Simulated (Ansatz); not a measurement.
# Cr2NOS MXene monolayer in a perpendicular field

Aim: how the Cr2NOS MXene monolayer screens a field along its normal, and what the field does to its bands. A positive field points along +c.

Main program and level: Ansatz 0.2.0; plane-wave DFT, PBE-D3(BJ), Ansatz PAW (set soft_1); PAW set soft_1.

Most raw output is cut from this account.

## 1. Starting point

The cell holds 5 atoms: 1 S, 2 Cr, 1 N and 1 O. Its edges and angles: a = 2.764 Å, b = 2.764 Å, c = 40.790 Å, α = 90.0°, β = 90.0°, γ = 120.0°. Vacuum lies along c.

## 2. Relaxation

The starting cell is a guess, so the in-plane lattice and the atoms are relaxed first, with the slab cut off from its images along the normal.

File input.yaml:

```yaml
crystal:
  lattice:
    - [2.764476, 0.0, 0.0]
    - [-1.382238, 2.3941064442, 0.0]
    - [0.0, 0.0, 40.7899742894]
  atoms:
    - { symbol: S, position: [0.3333333333, 0.6666666667, 0.4400591153] }
    - { symbol: Cr, position: [0.6666666667, 0.3333333333, 0.4806930076], spin: 2.0 }
    - { symbol: "N", position: [0.0, 0.0, 0.507434593] }
    - { symbol: Cr, position: [0.3333333333, 0.6666666667, 0.5341761783], spin: 2.0 }
    - { symbol: O, position: [0.6666666667, 0.3333333333, 0.5599408847] }
  periodic: [true, true, false]
magnetization:
  spin_polarized: true
kpoints:
  mp_grid: { grid: [12, 12, 1] }
hamiltonian:
  xc: pbe
  dispersion: d3bj
  pseudopotentials: { kind: paw, azcp: { folder: soft_1 } }
scf:
  occupations: { method: fermi_dirac, width: 0.05 }
  convergence: { dr2_threshold: 1.0e-09 }
relax:
  f_tol: 0.004
  max_steps: 90
  cell: {}
output:
  write_potential: true
  write_density: true
  volumetric_format: npy
```

On the command line:

```console
> ansatz run input.yaml --threads 2 --pin off --max-ram 3072MiB --backend cpu --events-out ev --progress --plain --runs-dir out
```

Wall time 5.3 min (2 threads of Arm Neoverse V1, shared host); peak memory 0.77 GiB.

Relaxation path:

```tsv
step	energy less that of the first step (eV)	largest force component (eV/Å)	volume (Å³)
1	0.0000	2.6413	269.97
2	-0.4588	1.3705	286.09
3	-0.7744	0.6001	313.33
4	-0.7963	0.3952	315.39
5	-0.7877	0.8607	314.67
6	-0.8091	0.1279	315.16
7	-0.8118	0.1269	314.23
8	-0.8127	0.0422	313.76
9	-0.8128	0.0099	313.81
10	-0.8128	0.0024	313.98
11*	-0.8555	0.0057	313.98
12	-0.8568	0.0093	316.49
13	-0.8568	0.0019	316.59
14*	-0.8576	0.0018	316.59
```

Relaxation steps marked * repeat the geometry before them on a plane-wave basis chosen anew for their cell, so energy and pressure can jump there. Relaxation step 5 was tried and not accepted.

Forces are held to the 6 operations that the run works with; a distortion that breaks them can't arise in this run.

```tsv
cell as run	before	after	change
a (Å)	2.764	2.994	+8.3 %
b (Å)	2.764	2.994	+8.3 %
```

The atoms that moved most (Å, along periodic axes as changes of fractional coordinates times the final cell, across vacuum about the mean position):

```tsv
atom	dx	dy	dz	length
O5	0.000	0.000	-0.119	0.119
S1	0.000	0.000	0.098	0.098
N3	0.000	0.000	-0.077	0.077
Cr4	0.000	0.000	0.057	0.057
Cr2	0.000	0.000	0.041	0.041
```

The relaxed structure:

```xyz
5
Lattice="2.9937 0.0000 0.0000 -1.4968 2.5926 0.0000 0.0000 0.0000 40.7900" Properties=species:S:1:pos:R:3
S     0.0000    1.7284   18.0483
Cr    1.4968    0.8642   19.6481
N     0.0000    0.0000   20.6211
Cr    0.0000    1.7284   21.8465
O     1.4968    0.8642   22.7208
```

This step gave:

| Quantity | Value |
| --- | --- |
| energy at zero smearing | -8611.8907 eV |
| total moment | 0.4914 μB |
| site moments | 0.09173, -1.711, 0.03444, 1.991, -0.01012 μB |

Site moment by atom:

```tsv
atom	site moment (μB)
S1	0.09
Cr2	-1.71
N3	0.03
Cr4	1.99
O5	-0.01
```

The lattice constant a goes from 2.764 to 2.994 Å.

## 3. Atoms held, field 0

A sawtooth potential applies the field, turning back in the middle of the vacuum. With the dipole correction the typed value is the field outside the slab. The induced dipole is small, so the SCF threshold is tight.

The cell differs from the one that the last finished run ended in (c 40.790 → 22.673 Å).

File input.yaml:

```yaml
crystal:
  lattice:
    - [2.9936679309, 0.0, 0.0]
    - [-1.4968339655, 2.5925924787, 0.0]
    - [0.0, 0.0, 22.6725439295]
  atoms:
    - { symbol: S, position: [0.3333333333, 0.6666666667, 0.3969558964], spin: 0.09 }
    - { symbol: Cr, position: [0.6666666667, 0.3333333333, 0.467517758], spin: -1.71 }
    - { symbol: "N", position: [0.0, 0.0, 0.5104320843], spin: 0.03 }
    - { symbol: Cr, position: [0.3333333333, 0.6666666667, 0.5644796915], spin: 1.99 }
    - { symbol: O, position: [0.6666666667, 0.3333333333, 0.6030441036], spin: -0.01 }
magnetization:
  spin_polarized: true
kpoints:
  mp_grid: { grid: [18, 18, 1] }
  band_path:
    path: [[0, 0, 0], [0.5, 0, 0], [0.33333333, 0.33333333, 0], [0, 0, 0]]
    npoints: 16
hamiltonian:
  xc: pbe
  dispersion: d3bj
  pseudopotentials: { kind: paw, azcp: { folder: soft_1 } }
scf:
  occupations: { method: fermi_dirac, width: 0.02585 }
  convergence: { dr2_threshold: 1.0e-10 }
efield:
  axis: 3
  dipole_correction: true
  ramp_position: 0.97
  ramp_width: 0.06
  amplitude: 0
output:
  dos: { projected: true, e_range: [-6, 5] }
  write_potential: true
  write_density: true
  volumetric_format: npy
  elf: true
```

It took 48 s on 2 threads; peak memory 0.72 GiB; 95 s of CPU time.

Numbers from this step:

| Property | Result |
| --- | --- |
| energy at zero smearing | -8611.8920 eV |
| total moment | 0.4838 μB |
| site moments | 0.09374, -1.721, 0.03620, 1.993, -0.01185 μB |
| work function, upper face | 6.551 eV |
| work function, lower face | 5.544 eV |
| dipole along the normal | -0.04319 e·Å |
| step between the vacuum levels | 1.007 eV |

Running mean over a fixed 2.7 Å (it still follows the layers) of the planar mean; the ramp of the sawtooth is left out. The electron's electrostatic potential energy less the Fermi level by z:

```tsv
z (Å)	electron's electrostatic potential energy less the Fermi level (eV)
3.0	5.54
3.5	5.54
4.0	5.54
4.5	5.54
5.0	5.54
5.5	5.54
6.0	5.51
6.5	5.37
7.0	4.67
7.5	2.43
8.0	-0.437
8.5	-2.67
9.0	-5.15
9.5	-7.87
10.0	-9.42
10.5	-9.45
11.0	-9.45
11.5	-10.2
12.0	-10.5
12.5	-10.0
13.0	-8.10
13.5	-5.54
14.0	-2.55
14.5	0.782
15.0	4.06
15.5	6.01
16.0	6.47
16.5	6.54
17.0	6.55
17.5	6.55
18.0	6.55
18.5	6.55
19.0	6.55
19.5	6.55
```

The density of states has structure finer than the step of the table below, so its rows give means over 0.25 eV, whole bins alone (the curve runs from -6 to 1.99 eV). Peaks (eV: height): total -5.920: 9.81, -3.960: 16.5, -1.070: 18.7, -0.270: 10.4, 1.530: 10.3, 1.610: 12.0, 1.830: 9.50; up -4.020: 6.87, -2.720: 6.55, -1.180: 5.38, -1.070: 17.2, -0.680: 6.86, 1.610: 8.54, 1.880: 5.11; down -5.890: 6.70, -5.170: 4.95, -4.620: 4.76, -3.960: 11.1, -0.240: 6.67, 1.530: 9.87, 1.830: 4.79.

The density of states by energy, zero at the Fermi level; means over each step; values in states/eV a cell:

```tsv
energy (eV)	total	up	down
-5.75	2.72	1.70	1.01
-5.50	3.39	1.95	1.44
-5.25	5.59	2.92	2.67
-5.00	2.44	1.11	1.33
-4.75	4.03	1.78	2.26
-4.50	2.63	1.25	1.39
-4.25	1.27	0.770	0.503
-4.00	7.44	3.80	3.64
-3.75	3.45	2.20	1.25
-3.50	3.89	1.70	2.19
-3.25	2.72	0.888	1.84
-3.00	1.67	0.661	1.01
-2.75	4.34	2.30	2.04
-2.50	2.54	0.985	1.56
-2.25	2.13	0.860	1.27
-2.00	1.86	0.598	1.26
-1.75	1.50	0.778	0.723
-1.50	2.08	1.91	0.175
-1.25	3.15	1.37	1.78
-1.00	4.42	3.09	1.33
-0.75	3.44	2.67	0.769
-0.50	1.38	1.28	0.106
-0.25	5.96	2.12	3.84
0.00	3.82	1.77	2.05
0.25	1.32	0.144	1.18
0.50	0.988	0	0.988
0.75	0.373	0.373	0
1.00	2.64	2.64	0
1.25	2.22	1.10	1.12
1.50	5.48	2.04	3.44
1.75	6.75	4.03	2.72
```

Projected DOS per atom over height of the atomic layer and energy from the Fermi level. Layers: S Cr N Cr O from below.

Ten even steps from '0' (0.02 states/eV) to '9' (3.08 states/eV), each cell a mean:
```
27061
14081
04000
01000
11000
14121
15030
01050
04051
12010
22000
31000
51101
41001
21013
21114
22229
10001
22124
12423
11322
21512
```
Columns: height of the atomic layer (Å) from 9 to 13.7 (not evenly spaced); rows upwards: energy from the Fermi level (eV) from -5.96 to 1.96.

Projected DOS per atom, spin up over height of the atomic layer and energy from the Fermi level. Layers: S Cr N Cr O from below.

Ten even steps from '_' (0.00 states/eV) to '@' (1.84 states/eV), each cell a mean:
```
::@@__==..
__++__--..
__##__..__
__..______
__________
______==..
______++..
______@@__
______@@::
::..__::__
::________
::________
==________
--________
..____....
::......--
....::::##
..______..
::......::
__..::::::
....----::
::..==::::
```
Columns: height of the atomic layer (Å) from 9 to 13.7 (not evenly spaced); rows upwards: energy from the Fermi level (eV) from -5.96 to 1.96.

Projected DOS per atom, spin down over height of the atomic layer and energy from the Fermi level. Layers: S Cr N Cr O from below.

Ten even steps from '_' (0.00 states/eV) to '@' (2.02 states/eV), each cell a mean:
```
..::__**__
..::__@@__
__________
__________
..::______
::**______
..##______
__::______
__++______
__..______
..::______
::::______
--..____..
--..____..
....____--
....____--
....__..%%
..________
::::....==
..::--::::
__..::....
::..==....
```
Columns: height of the atomic layer (Å) from 9 to 13.7 (not evenly spaced); rows upwards: energy from the Fermi level (eV) from -5.96 to 1.96.

Deep bands are left out, so band numbers here count from the lowest band kept and differ from the log's. The electronic bands at the labelled points (eV, zero at the Fermi level; # counts the bands kept):

```tsv
point	up #10	up #11	up #12	up #13	down #10	down #11	down #12	down #13
Γ	-0.20	0.23	0.23	0.94	-0.17	0.17	0.17	1.31
halfway	-1.19	-0.61	0.01	0.88	-1.30	0.11	0.11	1.50
M	-1.01	-0.72	-0.54	0.82	-1.30	-0.36	-0.06	1.54
halfway	-1.06	-0.75	-0.24	1.26	-0.83	-0.27	-0.15	1.57
K	-1.07	-0.82	-0.02	1.53	-0.64	-0.34	-0.30	1.50
halfway	-1.16	-0.63	-0.11	1.07	-1.21	-0.30	0.48	1.25
Γ	-0.20	0.23	0.23	0.94	-0.17	0.17	0.17	1.31
```

Spin density in the ca plane at fractional y = 0.333, with atoms of Cr and O within 0.2 Å of it.

Values in e/Å³, 5 rows by 16 columns, each cell a mean:
```
 0.0  0.0  0.0  0.0  0.0  0.0  0.0 -0.5 -0.2  0.0  0.0  0.0  0.0  0.0  0.0  0.0
 0.0  0.0  0.0  0.0  0.0  0.0 -0.1 -1.8 -0.6  0.0  0.0  0.0  0.0  0.0  0.0  0.0
 0.0  0.0  0.0  0.0  0.0  0.0  0.0 -0.5 -0.2  0.0  0.0  0.0  0.0  0.0  0.0  0.0
 0.0  0.0  0.0  0.0  0.0  0.0  0.0  0.0  0.0  0.1  0.1  0.0  0.0  0.0  0.0  0.0
 0.0  0.0  0.0  0.0  0.0  0.0  0.0  0.0  0.0  0.1  0.1  0.0  0.0  0.0  0.0  0.0
```
Columns run along c (16.0 Å, from fractional 0.14 to 0.84 of the cell), rows up along a (3.0 Å). Atoms in or near the plane, at fractional coordinates: Cr at (0.47, 0.67), O at (0.60, 0.67).

Valence density in the ca plane at fractional y = 0.333, with atoms of Cr and O within 0.2 Å of it. It is the smooth field of the valence electrons, not physical close to the nuclei.

Ten steps, logarithmic in the rise over the least value, from '0' (0 e/Å³) to '9' (19 e/Å³), each cell a mean:
```
00000000000000000011222454321123442100000000
00000000000000000001114788521124675200000000
00000000000000000001114899621125776300000000
00000000000000000001123787421124664200000000
00000000000000000012222344221122332100000000
00000000000000000122322122222222211000000000
00000000000000000123322112232232110000000000
00000000000000000122222222222222211000000000
```
Columns run along c (16.0 Å, from fractional 0.08 to 0.79 of the cell), rows up along a (3.0 Å). Atoms in or near the plane, at fractional coordinates: Cr at (0.47, 0.67), O at (0.60, 0.67).

Electrostatic potential energy in the ca plane at fractional y = 0.333, with atoms of Cr and O within 0.2 Å of it. With pseudopotentials it is smooth inside the atoms' cores, unlike the true potential.

Ten even steps from '0' (-33 eV) to '9' (6 eV), each cell a mean:
```
99999999988875213678777569999999999999999999
99999999999861000378872005999999999999999999
99999999999860120278870004999999999999999999
99999999998862000478883016999999999999999999
99999999988876324788777679999999999999999999
99999999876678777777656889999999999999999999
99999999875578888776545789999999999999999999
99999999876777777777656889999999999999999999
```
Columns run along c (16.0 Å, from fractional 0.23 to 0.94 of the cell; values clipped at the 3rd and 97th percentile), rows up along a (3.0 Å). Atoms in or near the plane, at fractional coordinates: Cr at (0.47, 0.67), O at (0.60, 0.67).

The work function of the upper face is 6.55 eV.

## 4. Single point, field 0.1 V/Å

Changes to input.yaml since step 3:

```diff
@@ -28,7 +28,6 @@
   dipole_correction: true
-  ramp_position: 0.97
-  ramp_width: 0.06
-  amplitude: 0
+  ramp_position: 0.9277
+  ramp_width: 0.1275
+  amplitude: 0.1
 output:
-  dos: { projected: true, e_range: [-6, 5] }
   write_potential: true
@@ -36,2 +35 @@
   volumetric_format: npy
-  elf: true
```

The job ended after 47 s (2 threads; peak memory 0.72 GiB; 93 s of CPU time).

The dipole is -0.0161 e·Å, 0.0271 e·Å from its value without field.

## 5. Single point, field -0.1 V/Å

Changes to input.yaml since step 4:

```diff
@@ -30,3 +30,3 @@
   ramp_width: 0.1275
-  amplitude: 0.1
+  amplitude: -0.1
 output:
```

Wall time 47 s (2 threads); peak memory 0.72 GiB.

The dipole is -0.0702 e·Å, -0.0270 e·Å from its value without field.

## 6. Response, atoms held

This step: plane-wave DFT, PBE-D3(BJ), Ansatz PAW (set soft_1); response to a field along the normal, atoms held; PAW set soft_1 (Ansatz 0.2.0).

The dipoles give the slope, and the difference of two potentials shows where the field is screened.

Numbers from this step:

* equivalent conductor thickness p/(ε₀AE): 6.306 Å
* distance between the outer atoms: 4.673 Å

Dipole of the cell against applied field:

```tsv
applied field (V/Å)	dipole of the cell (e·Å)
-0.1000	-0.0702
0.0000	-0.0432
0.1000	-0.0161
```

Total moment against applied field:

```tsv
applied field (V/Å)	total moment (μB)
-0.1000	0.493
0.0000	0.484
0.1000	0.474
```

Local field over the applied field, running mean. From the potentials at -0.1 and 0.1 V/Å; running mean over 2.5 Å. The local field over applied field by z:

z (Å), local field over applied field and a bar:
```
      4.5      0.999 ##############################
      5.0      0.997 ##############################
      5.5      0.991 ##############################
      6.0      0.973 #############################
      6.5      0.925 ############################
      7.0      0.821 #########################
      7.5      0.664 ####################
      8.0      0.484 ##############
      8.5      0.298 #########
      9.0      0.148 ####
      9.5      0.060 ##
     10.0      0.018 
     10.5      0.003 
     11.0      0.008 
     11.5      0.009 
     12.0      0.010 
     12.5      0.040 #
     13.0      0.108 ###
     13.5      0.235 #######
     14.0      0.406 ############
     14.5      0.590 ##################
     15.0      0.759 #######################
     15.5      0.892 ###########################
     16.0      0.963 #############################
     16.5      0.989 ##############################
     17.0      0.997 ##############################
     17.5      0.999 ##############################
     18.0      1.000 ##############################
     18.5      1.000 ##############################
```

The induced electron density oscillates, so the rows of the table below give means over windows of 0.5 Å about each position, cut where the curve ends. Its maxima inside the range that stand out by 2 % of the span (Å: e/Å³ per V/Å): 8.08: 0.00375, 9.07: 0.00133, 10.63: 0.00122, 11.19: 1.7e-4, 12.47: 6.5e-4, 13.04: -1.0e-4, 13.75: -0.00123. Its minima: 8.79: 0.00113, 10.06: -9.8e-4, 11.05: -1.1e-4, 12.04: -4.7e-4, 12.75: -7.8e-4, 13.46: -0.00236, 14.31: -0.00403.

Electrons, planar mean, per unit field. Table of induced electron density by z; means over each step:

```tsv
z (Å)	induced electron density (e/Å³ per V/Å)
4.5	3.2e-6
5.0	1.1e-5
5.5	3.9e-5
6.0	1.2e-4
6.5	3.8e-4
7.0	0.00103
7.5	0.00240
8.0	0.00355
8.5	0.00215
9.0	0.00124
9.5	3.8e-4
10.0	-7.9e-4
10.5	4.9e-4
11.0	1.1e-4
11.5	-2.0e-5
12.0	-3.2e-4
12.5	1.2e-4
13.0	-5.7e-4
13.5	-0.00174
14.0	-0.00284
14.5	-0.00341
15.0	-0.00158
15.5	-5.4e-4
16.0	-1.6e-4
16.5	-4.4e-5
17.0	-1.1e-5
17.5	-2.8e-6
18.0	-6.9e-7
18.5	-2.2e-7
```

By hand: between -0.1 and 0.1 V/Å the dipole changes by 0.05410 e·Å, a slope of 0.2705 e·Å²/V. A perfect conductor of thickness t has p = ε₀AEt, so t = 180.95 × 0.2705 / 7.761 = 6.31 Å (e/ε₀ = 180.95 V·Å, A in Å²).

The induced dipole is that of a conductor 6.31 Å thick.

## 7. Results

* gap without field: none
* work function, upper face: 6.55 eV
* step between the vacuum levels: 1.01 eV
* equivalent conductor thickness, atoms held: 6.31 Å

**Reading.** The induced dipole equals that of a perfect conductor 6.31 Å thick, while the outer atoms lie 4.67 Å apart. The two faces differ: the vacuum level above lies 1.01 eV higher than the one below. There is no gap over 0.03 eV, with or without the field. For an open d or f shell that can be the fault of a semilocal functional without a Hubbard term. The magnetic order is the one reached from the typed start; other orders were not compared. The MXene's terminations sit over the metal atoms of its far layer; the site over carbon or nitrogen, which some compounds prefer, was not run.

[Logs are printed without paths, hosts, clocks, repeated set-up lines and the standing remarks that a program may print on its own settings, such as how far it seeks lower states.]

[Hosts, paths, dates, database ids (printed as entryN), source tags and the programs' standing remarks are cut or masked in the printed files.]

[Maps of the electrostatic potential energy from Ansatz leave out the sawtooth potential of an applied field or a dipole correction, so their vacuum need not be flat; planar profiles and work functions include it.]
